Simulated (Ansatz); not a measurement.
# MgO (Periclase, Fm-3m): the dielectric response against the k mesh

Aim: how dense a k mesh do ε∞ and the zone-centre modes of MgO (Periclase, Fm-3m) need?

Method: DFT PBEsol, scalar-relativistic, plane waves, PAW; PAW set soft_1, in Ansatz 0.2.0.

The database entry behind the starting cell differs from later determinations by our own check (about 0.1 % long), so it need not match the best structure at ambient conditions.

## 1. The starting structure

The structure is cubic, space group Fm-3m (No. 225). The conventional cell has a = 4.217 Å, b = 4.217 Å, c = 4.217 Å, α = 90.00°, β = 90.00°, γ = 90.00°. Nearest to O lie 6 Mg at 2.11 Å. Mg has 6 O at 2.11 Å nearest. Farther neighbours and most contacts between anions are not listed.

## 2. Relaxation

Harmonic phonons are second derivatives at a point where the forces vanish, and they are wanted at zero stress, so atoms and cell are relaxed first.

input.yaml reads:

```yaml
crystal:
  lattice:
    - [0.0, 2.1085, 2.1085]
    - [2.1085, 0.0, 2.1085]
    - [2.1085, 2.1085, 0.0]
  atoms:
    - { symbol: O, position: [0.5, 0.5, 0.5] }
    - { symbol: Mg, position: [0.0, 0.0, 0.0] }
kpoints:
  mp_grid: { grid: [10, 10, 10] }
hamiltonian:
  xc: pbesol
  pseudopotentials: { kind: paw, azcp: { folder: soft_1 }, xc_functional: pbe }
scf:
  occupations: { method: gaussian, width: 0.02 }
output:
  forces: true
  stress: true
  eigenvalues: true
  write_density: true
  write_potential: true
  elf: true
  volumetric_format: npy
relax:
  adjacent_minimum: "off"
  f_tol: 0.005
  max_steps: 80
  cell: { stress_tol: 0.05 }
```

Command:

```console
$ ansatz run input.yaml --threads 4 --pin off --max-ram 10240MiB --backend cpu --events-out ev --progress --plain --runs-dir out
```

Numbers of over 12 decimals in the logs are rounded to 6 here.

What it wrote:

```text
Engine: ansatz 0.2.0, x86_64-unknown-linux-gnu
Pseudopotentials: kind: paw
Pseudopotential: O, paw, valence charge 6, recommended cutoff 420 eV (normal), soft_1/O.paw.azcp
Pseudopotential: Mg, paw, valence charge 10, recommended cutoff 420 eV (normal), soft_1/Mg.paw.azcp
Functional definition: PBEsol
  exchange = pbesol_x
  correlation = pbesol_c
Crystal: 2 atoms, lattice volume = 18.748 Å³
Basis set: ecut = 420 eV, 339 PW (Γ), exchange–correlation on 40×40×40 points (8 copies of the dense FFT grid, shifted against one another)
Bands: 12, of which v1, the nominal top of the filled ones, is band 8 counted from 1 (7 counted from 0)
Symmetry: 48 space group operations
Space group: Fm-3m (ITA 225), of the structure as read, at distance tolerance 2.7e-5 Å
k-points: 47 of 1000
Non-local potential: O, projectors of the file, l = 0: 2, l = 1: 2, l = 2: 1
Non-local potential: Mg, projectors of the file, l = 0: 3, l = 1: 2, l = 2: 1
PAW form: soft (Blöchl's): semilocal exchange-correlation on the pseudo side does not see the compensation charge
PAW frozen core: O, regenerated for the run's functional, and the local potential with it (the file was generated under x = pbe(κ = 0.804, μ = 0.219515), c = pbe(β = 0.066725))
PAW frozen core: Mg, regenerated for the run's functional, and the local potential with it (the file was generated under x = pbe(κ = 0.804, μ = 0.219515), c = pbe(β = 0.066725))
PAW one-centre angular grid: O, 110 points (default); XC on 64 Gauss nodes
PAW one-centre angular grid: Mg, 110 points (default); XC on 64 Gauss nodes
Initial density: superposition of atomic densities (chi_scale 0.1, normalization cell, long waves kept (reshape's long-wave potential 0.00 eV rms))
Initial wavefunctions: pseudopotential atomic-orbital guess
Functional: x = pbesol(κ = 0.804, μ = 0.123457), c = pbesol(β = 0.046)
SCF iter   1: F=—  HF=-2475.877999 eV  |F-HF|=—  |Δ(HF+E_count)|=         —  Δρ=7.13e-2  dr2=4.75e-1  ethr=3.10e-3  ⟨swp⟩=6.0  Hψ=3431  notcnv=0
preconditioner: auto → none  [insulator: Δε(μ)=4.249 eV  Ē_g=18.141 eV  σ=0.020 eV  W_gap=1.00  n_scr=8 (ndim 8)  ℏωp=24.3 eV  f_vac=0.000  D(μ)=0.00/eV (n_scr^D=0)  ε∞_Penn≈2.8]
SCF iter   2: F=—  HF=-2475.836635 eV  |F-HF|=—  |Δ(HF+E_count)|=   4.14e-2  Δρ=2.70e-2  dr2=7.78e-2  ethr=2.97e-3  ⟨swp⟩=2.7  Hψ=1238  notcnv=0
SCF iter   3: F=—  HF=-2475.871802 eV  |F-HF|=—  |Δ(HF+E_count)|=   3.52e-2  Δρ=5.01e-3  dr2=3.49e-3  ethr=4.86e-4  ⟨swp⟩=2.6  Hψ=1011  notcnv=0
SCF iter   4: F=—  HF=-2475.874229 eV  |F-HF|=—  |Δ(HF+E_count)|=   2.43e-3  Δρ=4.04e-4  dr2=1.94e-5  ethr=2.18e-5  ⟨swp⟩=2.2  Hψ=1068  notcnv=0
SCF iter   5: F=—  HF=-2475.874204 eV  |F-HF|=—  |Δ(HF+E_count)|=   2.50e-5  Δρ=9.90e-5  dr2=1.16e-6  ethr=1.21e-7  ⟨swp⟩=2.1  Hψ=936  notcnv=0
SCF iter   6: F=-2475.874204 eV  HF=-2475.874204 eV  |F-HF|=2.09e-9  |Δ(HF+E_count)|=   3.25e-7  Δρ=7.16e-6  dr2=2.28e-9  ethr=6.25e-10  ⟨swp⟩=9.6  Hψ=4076  notcnv=0
SCF 1 converged in 6 iterations: F = -2475.874204 eV  dr2 = 2.28e-9
  greatest PAW one-centre occupation: 1.000 electrons in one spin orbital (limit 2), on the Mg atom at site 1 (counted from 0), in its partial waves of l = 0
relax step   1: F+E_penalty+E_count = -2475.87420394 eV  Δ(F+E_penalty+E_count) = +0.000e0 eV  max|allowed force component| = 6.064e-30 eV/Å  Δτ_max = 0.0000 Å  P = -0.234 GPa  Ω = 18.748 Å³  (6 SCF iters, dr2 threshold 1.00e-7 eV, accepted)
Crystal: 2 atoms, lattice volume = 18.736 Å³
Initial density: handed on by an earlier stage of this run
Initial wavefunctions: those handed on with the density
iter 1 solved again at ethr=4.08e-9 eV; its pass at ethr=3.10e-3 eV (dr2=6.52e-7 eV) is discarded
SCF iter   1: F=—  HF=-2475.874266 eV  |F-HF|=—  |Δ(HF+E_count)|=         —  Δρ=6.86e-5  dr2=6.04e-7  ethr=4.08e-9  ⟨swp⟩=2.2  Hψ=3932  notcnv=0
preconditioner: auto → none  [insulator: Δε(μ)=4.613 eV  Ē_g=18.362 eV  σ=0.020 eV  W_gap=1.00  n_scr=8 (ndim 8)  ℏωp=24.3 eV  f_vac=0.000  D(μ)=0.00/eV (n_scr^D=0)  ε∞_Penn≈2.7]
iter 2 did not close the SCF: its close was put off for the readings that it lacked (scf_convergence_deferred on its scf_iter line)
SCF iter   2: F=-2475.874246 eV  HF=-2475.874246 eV  |F-HF|=2.07e-8  |Δ(HF+E_count)|=   1.93e-5  Δρ=2.33e-5  dr2=6.73e-8  ethr=3.78e-9  ⟨swp⟩=2.5  Hψ=803  notcnv=0
iter 3 did not close the SCF: its close was put off for the readings that it lacked (scf_convergence_deferred on its scf_iter line)
SCF iter   3: F=-2475.874246 eV  HF=-2475.874246 eV  |F-HF|=6.14e-10  |Δ(HF+E_count)|=   1.38e-9  Δρ=4.00e-6  dr2=1.64e-9  ethr=4.21e-10  ⟨swp⟩=2.1  Hψ=714  notcnv=0
iter 4 did not close the SCF: its close was put off for the readings that it lacked (scf_convergence_deferred on its scf_iter line)
SCF iter   4: F=-2475.874246 eV  HF=-2475.874246 eV  |F-HF|=6.37e-12  |Δ(HF+E_count)|=  7.80e-10  Δρ=3.44e-7  dr2=2.10e-11  ethr=1.02e-11  ⟨swp⟩=2.3  Hψ=746  notcnv=0
iter 5 did not close the SCF: its close was put off for the readings that it lacked (scf_convergence_deferred on its scf_iter line)
SCF iter   5: F=-2475.874246 eV  HF=-2475.874246 eV  |F-HF|=1.36e-12  |Δ(HF+E_count)|=  1.82e-12  Δρ=1.03e-7  dr2=6.11e-13  ethr=1.00e-12  ⟨swp⟩=1.0  Hψ=564  notcnv=0
SCF iter   6: F=-2475.874246 eV  HF=-2475.874246 eV  |F-HF|=0.00e0  |Δ(HF+E_count)|=    0.00e0  Δρ=6.56e-9  dr2=3.07e-15  ethr=1.00e-12  ⟨swp⟩=3.6  Hψ=2129  notcnv=0
SCF 2 converged in 6 iterations: F = -2475.874246 eV  dr2 = 3.07e-15
relax step   2: F+E_penalty+E_count = -2475.87424650 eV  Δ(F+E_penalty+E_count) = -4.256e-5 eV  max|allowed force component| = 4.372e-30 eV/Å  Δτ_max = 0.0000 Å  P = -0.133 GPa  Ω = 18.736 Å³  energy of the carried Pulay correction = +2.916e-5 eV  (6 SCF iters, dr2 threshold 1.37e-7 eV, accepted)
Crystal: 2 atoms, lattice volume = 18.721 Å³
iter 1 solved again at ethr=6.92e-9 eV; its pass at ethr=3.10e-3 eV (dr2=1.11e-6 eV) is discarded
SCF iter   1: F=—  HF=-2475.874311 eV  |F-HF|=—  |Δ(HF+E_count)|=         —  Δρ=8.79e-5  dr2=1.04e-6  ethr=6.92e-9  ⟨swp⟩=2.2  Hψ=3928  notcnv=0
preconditioner: auto → none  [insulator: Δε(μ)=4.621 eV  Ē_g=18.371 eV  σ=0.020 eV  W_gap=1.00  n_scr=8 (ndim 8)  ℏωp=24.3 eV  f_vac=0.000  D(μ)=0.00/eV (n_scr^D=0)  ε∞_Penn≈2.7]
SCF iter   2: F=—  HF=-2475.874291 eV  |F-HF|=—  |Δ(HF+E_count)|=   1.95e-5  Δρ=2.94e-5  dr2=1.19e-7  ethr=6.53e-9  ⟨swp⟩=2.7  Hψ=854  notcnv=0
iter 3 did not close the SCF: its close was put off for the readings that it lacked (scf_convergence_deferred on its scf_iter line)
SCF iter   3: F=-2475.874291 eV  HF=-2475.874291 eV  |F-HF|=9.38e-10  |Δ(HF+E_count)|=  6.49e-10  Δρ=5.41e-6  dr2=3.08e-9  ethr=7.43e-10  ⟨swp⟩=2.1  Hψ=704  notcnv=0
iter 4 did not close the SCF: its close was put off for the readings that it lacked (scf_convergence_deferred on its scf_iter line)
SCF iter   4: F=-2475.874291 eV  HF=-2475.874291 eV  |F-HF|=2.73e-12  |Δ(HF+E_count)|=   1.30e-9  Δρ=3.92e-7  dr2=2.00e-11  ethr=1.92e-11  ⟨swp⟩=2.2  Hψ=722  notcnv=0
iter 5 did not close the SCF: its close was put off for the readings that it lacked (scf_convergence_deferred on its scf_iter line)
SCF iter   5: F=-2475.874291 eV  HF=-2475.874291 eV  |F-HF|=1.36e-12  |Δ(HF+E_count)|=  4.09e-12  Δρ=3.68e-8  dr2=1.26e-13  ethr=1.00e-12  ⟨swp⟩=1.1  Hψ=568  notcnv=0
SCF iter   6: F=-2475.874291 eV  HF=-2475.874291 eV  |F-HF|=4.55e-13  |Δ(HF+E_count)|=    0.00e0  Δρ=1.47e-8  dr2=1.78e-14  ethr=1.00e-12  ⟨swp⟩=3.5  Hψ=2114  notcnv=0
SCF 3 converged in 6 iterations: F = -2475.874291 eV  dr2 = 1.78e-14
relax step   3: F+E_penalty+E_count = -2475.87429139 eV  Δ(F+E_penalty+E_count) = -4.489e-5 eV  max|allowed force component| = 5.522e-30 eV/Å  Δτ_max = 0.0000 Å  P = +0.000 GPa  Ω = 18.721 Å³  energy of the carried Pulay correction = +6.765e-5 eV  (6 SCF iters, accepted)
Initial wavefunctions: pseudopotential atomic-orbital guess (no wavefunctions were taken with the density)
iter 1 solved again at ethr=1.16e-7 eV; its pass at ethr=3.10e-3 eV (dr2=1.86e-5 eV) is discarded
SCF iter   1: F=—  HF=-2475.874220 eV  |F-HF|=—  |Δ(HF+E_count)|=         —  Δρ=1.36e-5  dr2=4.84e-9  ethr=1.16e-7  ⟨swp⟩=3.4  Hψ=5121  notcnv=0
eigensolver tolerance schedule: the retry pair's looser diagonalisation over-reported the residual by 3830.81 of it (diagonalisation noise at 0.17 of the residual, at the tolerance the schedule requests for it); recorded, not acted on — ethr = c·dr2/N_el stays at c = 1.0e-1
preconditioner: auto → none  [insulator: Δε(μ)=4.620 eV  Ē_g=18.371 eV  σ=0.020 eV  W_gap=1.00  n_scr=8 (ndim 8)  ℏωp=24.3 eV  f_vac=0.000  D(μ)=0.00/eV (n_scr^D=0)  ε∞_Penn≈2.7]
SCF iter   2: F=—  HF=-2475.874201 eV  |F-HF|=—  |Δ(HF+E_count)|=   1.93e-5  Δρ=6.46e-6  dr2=9.35e-10  ethr=3.03e-11  ⟨swp⟩=2.8  Hψ=1081  notcnv=0
SCF iter   3: F=—  HF=-2475.874201 eV  |F-HF|=—  |Δ(HF+E_count)|=   1.68e-9  Δρ=9.84e-7  dr2=2.41e-11  ethr=5.85e-12  ⟨swp⟩=2.0  Hψ=752  notcnv=0
iter 4 did not close the SCF: its close was put off for the readings that it lacked (scf_convergence_deferred on its scf_iter line)
SCF iter   4: F=-2475.874201 eV  HF=-2475.874201 eV  |F-HF|=2.27e-12  |Δ(HF+E_count)|=  4.37e-11  Δρ=1.26e-7  dr2=4.40e-13  ethr=1.00e-12  ⟨swp⟩=1.5  Hψ=633  notcnv=0
iter 5 did not close the SCF: its close was put off for the readings that it lacked (scf_convergence_deferred on its scf_iter line)
SCF iter   5: F=-2475.874201 eV  HF=-2475.874201 eV  |F-HF|=9.09e-13  |Δ(HF+E_count)|=  1.36e-12  Δρ=4.69e-8  dr2=6.88e-14  ethr=1.00e-12  ⟨swp⟩=1.0  Hψ=564  notcnv=0
iter 6 did not close the SCF: its close was put off for the readings that it lacked (scf_convergence_deferred on its scf_iter line)
SCF iter   6: F=-2475.874201 eV  HF=-2475.874201 eV  |F-HF|=0.00e0  |Δ(HF+E_count)|=    0.00e0  Δρ=5.62e-9  dr2=1.90e-15  ethr=1.00e-12  ⟨swp⟩=1.0  Hψ=564  notcnv=0
iter 7 did not close the SCF: its close was put off for the readings that it lacked (scf_convergence_deferred on its scf_iter line)
SCF iter   7: F=-2475.874201 eV  HF=-2475.874201 eV  |F-HF|=4.55e-13  |Δ(HF+E_count)|=  4.55e-13  Δρ=2.73e-10  dr2=4.89e-18  ethr=1.00e-12  ⟨swp⟩=1.0  Hψ=564  notcnv=0
SCF iter   8: F=-2475.874201 eV  HF=-2475.874201 eV  |F-HF|=4.55e-13  |Δ(HF+E_count)|=  4.55e-13  Δρ=3.97e-10  dr2=9.77e-18  ethr=1.00e-12  ⟨swp⟩=2.0  Hψ=1565  notcnv=0
SCF 4 converged in 8 iterations: F = -2475.874201 eV  dr2 = 9.77e-18
relax step   4: F+E_penalty+E_count = -2475.87420073 eV  Δ(F+E_penalty+E_count) = +9.065e-5 eV  max|allowed force component| = 3.215e-29 eV/Å  Δτ_max = 0.0000 Å  P = -0.008 GPa  Ω = 18.721 Å³  stress off target by 8.06e-3 GPa  SCF on the basis re-selected at this cell (its energy is not comparable with the rows above)  (8 SCF iters)
basis re-selected at this cell: Δ(F+E_penalty+E_count) = +9.065e-5 eV, ΔP = -0.008 GPa vs the last step (what re-selecting the basis moved, of the pressure what is left beyond the Pulay correction that the steps carried, after the strain that the cell walked since its last selection, with what the two solves' SCF thresholds leave and, on support functions, any second-order correction that the steps lacked; it is no m [...]
SCF converged after 8 iterations
Free energy (F): -2475.874201 eV
Harris-Foulkes:  -2475.874201 eV  (|F-HF|=4.55e-13)
Internal energy: -2475.874201 eV  (E = F + TS)
E sigma→0 (E₀):  -2475.874201 eV
Fermi energy:    10.218994 eV
--- Per-component energies (eV) ---
  E_band       = -293.710497
  E_kinetic    = 242.684174
  E_local      = -1692.758961  (includes V_loc(G=0)·N_el)
  E_nonlocal   = 247.638913
  E_hartree    = 560.583728
  E_xc         = -99.357432
  E_vxc        = -127.982448  (∫ρ·V_xc dr)
  E_paw        = -446.281283  (= ΣΔE_a)
  E_vpaw       = -84.460363  (= ΣTr[D̂ρ^β])
  E_aug_tail   = 0.000732  (compensation charges beyond the density's cutoff)
  E_ewald      = -1288.478222
  E_core_change = 0.094150  (= ΣΔE_core)
  E_smearing   = -0.000000  (= −TS)
  E_closure    = 0.000000  (closes the sum)
  Σ components = -2475.874201   (vs F -2475.874201, Δ=0.00e0)
--- Forces (eV/Å), atoms counted from 1 ---
  atom   1  O      0.00000000     0.00000000    -0.00000000
  atom   2  Mg    -0.00000000     0.00000000     0.00000000
  max |Σ_I F_I| component: 6.19e-29 eV/Å
--- Stress (GPa, compression-positive) ---
       -0.008064      -0.000000      -0.000000
       -0.000000      -0.008064      -0.000000
       -0.000000      -0.000000      -0.008064
  P = ⅓ Tr σ = -0.0081 GPa (-0.081 kbar)
--- Band table (eV; the first three rows and the last of 47) ---
  k-point 0: bands = [... 4 lower, -9.2709, 7.9088, 7.9088, 7.9088, 12.5291, 23.5484, 23.5484, 23.5484]
  k-point 1: bands = [... 4 lower, -9.1599, 7.2477, 7.8411, 7.8411, 13.1625, 22.2774, 23.7860, 23.7860]
  k-point 2: bands = [... 4 lower, -8.8550, 5.9154, 7.6697, 7.6697, 14.3548, 20.7658, 24.2699, 24.2699]
  k-point 46: bands = [... 4 lower, -7.6442, 4.5521, 5.3632, 6.1644, 18.7521, 19.6342, 19.9395, 23.6952]
--- Relaxed structure (3 steps of the walk, 3 accepted, 1 SCFs on fresh bases) ---
  F+E_penalty+E_count = -2475.87420073 eV   max|allowed force component| = 3.215e-29 eV/Å   (the final SCF, on the basis selected at the relaxed cell)
  cell:  # Å, volume = 18.7207 Å³
    - [0, 2.107483, 2.107483]
    - [2.107483, 0, 2.107483]
    - [2.107483, 2.107483, 0]
  atoms:
    - { symbol: O, position: [0.500000, 0.500000, 0.500000] }
    - { symbol: Mg, position: [0, 0, 0] }
```

Elapsed: 1.4 s, on 4 threads of AMD EPYC 7B13 (Zen 3), shared host; peak memory 0.33 GiB; 4 s of CPU time.

Little changed from the start: no atom moved by 0.005 Å and no cell edge by 0.1 %.

This step gave:

| Property | Result |
| --- | --- |
| pressure | -0.008064 GPa |
| gap on the k-mesh | 4.620 eV |
| volume per atom | 9.360 Å³ |

Electrostatic potential energy in the ac plane of the conventional cell at fractional y = 0.000, with atoms of O and Mg within 0.2 Å of it. With pseudopotentials it is smooth inside the atoms' cores, unlike the true potential.

Values in eV, 14 rows by 14 columns, each cell a mean:
```
-75 -54 -14   5   7 -13 -29 -33 -24  -1   8   0 -32 -68
-39 -22  -1   8  10   3 -13 -17  -6   8  10   5  -9 -32
 -2   2   7  10  11  10   7   6   9  11  11   9   5   0
  8   9  10  11  10   8   5   5   7   9  10  11  10   8
 -5   4  10  10   7  -1 -14 -19  -8   4   9  11   8  -1
-27 -18   4   9   2 -22 -54 -63 -40  -8   7   9  -6 -24
-40 -27  -5   8  -2 -39 -75 -76 -63 -19   5   6 -17 -33
-33 -24  -1   8   0 -32 -68 -75 -54 -14   5   7 -13 -29
-17  -6   8  10   5  -9 -32 -39 -22  -1   8  10   3 -13
  6   9  11  11   9   5   0  -2   2   7  10  11  10   7
  5   7   9  10  11  10   8   8   9  10  11  10   8   5
-19  -8   4   9  11   8  -1  -5   4  10  10   7  -1 -14
-63 -40  -8   7   9  -6 -24 -27 -18   4   9   2 -22 -54
-76 -63 -19   5   6 -17 -33 -40 -27  -5   8  -2 -39 -75
```
Columns run along a (4.2 Å; values clipped at the 3rd and 97th percentile), rows up along c (4.2 Å), edges of the conventional cell, whose origin can differ from the input's. Atoms in or near the plane, at fractional coordinates: O at (0.50, 0.00), O at (0.00, 0.50), Mg at (0.00, 0.00), Mg at (0.50, 0.50).

Valence density in the ac plane of the conventional cell at fractional y = 0.000, with atoms of O and Mg within 0.2 Å of it. It is the smooth field of the valence electrons, not physical close to the nuclei.

Ten steps, logarithmic in the rise over the least value, from '0' (0 e/Å³) to '9' (26 e/Å³), each cell a mean:
```
97202467531158
53001345420015
10000122210001
11000001000001
43100023100123
65310378610245
76411599831257
75311589720246
54200155300134
22100011000012
10000011100000
31001234310002
86102456531037
98312577641159
```
Columns run along a (4.2 Å), rows up along c (4.2 Å), edges of the conventional cell, whose origin can differ from the input's. Atoms in or near the plane, at fractional coordinates: O at (0.50, 0.00), O at (0.00, 0.50), Mg at (0.00, 0.00), Mg at (0.50, 0.50).

ELF in the ac plane of the conventional cell at fractional y = 0.000, with atoms of O and Mg within 0.2 Å of it. It is the smooth field of the valence electrons, not physical close to the nuclei.

Ten even steps from '_' (0.06) to '@' (0.80), each cell a mean:
```
::--..::%%@@##**@@@@++__::::
::..__..**@@@@@@@@%%==____::
..______--**%%%%##++..______
**++--..__..::::::..__..==++
@@@@##--____....____..++%%@@
%%@@@@++__..--::::__::##@@@@
==%%@@**..::::..::..::%%@@**
**@@@@++__::::::--..::%%@@##
@@@@%%==____::::..__..**@@@@
%%##++..______..______--**%%
::::..__..==++**++--..__..::
..____..++%%@@@@@@##--____..
::::__::##@@@@%%@@@@++__..--
..::..::%%@@**==%%@@**..::::
```
Columns run along a (4.2 Å), rows up along c (4.2 Å), edges of the conventional cell, whose origin can differ from the input's. Atoms in or near the plane, at fractional coordinates: O at (0.50, 0.00), O at (0.00, 0.50), Mg at (0.00, 0.00), Mg at (0.50, 0.50).

In this step the volume went from 9.37 to 9.36 Å³/atom.

[end of part 1 of 2]

[Logs are printed without paths, hosts, clocks, repeated set-up lines and the standing remarks that a program may print on its own settings, such as how far it seeks lower states.]

[Hosts, paths, dates, database ids (printed as entryN), source tags and the programs' standing remarks are cut or masked in the printed files.]
